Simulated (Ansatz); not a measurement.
Consider MnTlCl3 (Pm-3m).

```
Mn Tl Cl
1.0
    -5.06927    0.00000    0.00000
     0.00000   -5.06927    0.00000
     0.00000    0.00000    5.06927
Mn Tl Cl
1 1 3
Cartesian
  -2.5346 -2.5346 2.5346
  0.0000 0.0000 0.0000
  0.0000 -2.5346 2.5346
  -2.5346 -2.5346 0.0000
  -2.5346 0.0000 2.5346
```

The cell and positions are those that the Materials Project relaxed with its own functionals (PBE, PBE+U or r2SCAN), kept fixed. Spin-orbit coupling is left out unless a run names it. PAW set soft_2, made with PBE.

A constrained-RPA run (Ansatz 0.2.0; non-magnetic LDA; Mn d, bands v3 to c2, 4×4×4 mesh, medium accuracy) builds 5 functions on bands 2.2 eV wide, with 5.0 electrons in the window. The bare on-site interaction is 18.5 eV and the bare J 0.62 eV.

Question: Estimate U, U′ and J.

On the Mn d shell, U = 4.29 eV (23 % of the bare value), U′ = 3.31 eV, J = 0.48 eV.

The parent state is non-magnetic and the interaction static (zero frequency); U depends on the window and the orbitals, so it belongs to this model alone. Spin-orbit coupling, which is strong for atoms this heavy, is left out.

[Paths, hosts, dates, memory and timing lines, banners, echoed tables and standing remarks are left out of the program output.]

[Logs are printed without paths, hosts, clocks, repeated set-up lines and the standing remarks that a program may print on its own settings, such as how far it seeks lower states.]

[Runs of the session that timed out or met a known fault of the program may be left out.]

[Hosts, paths, dates, database ids (printed as entryN), source tags and the programs' standing remarks are cut or masked in the printed files.]
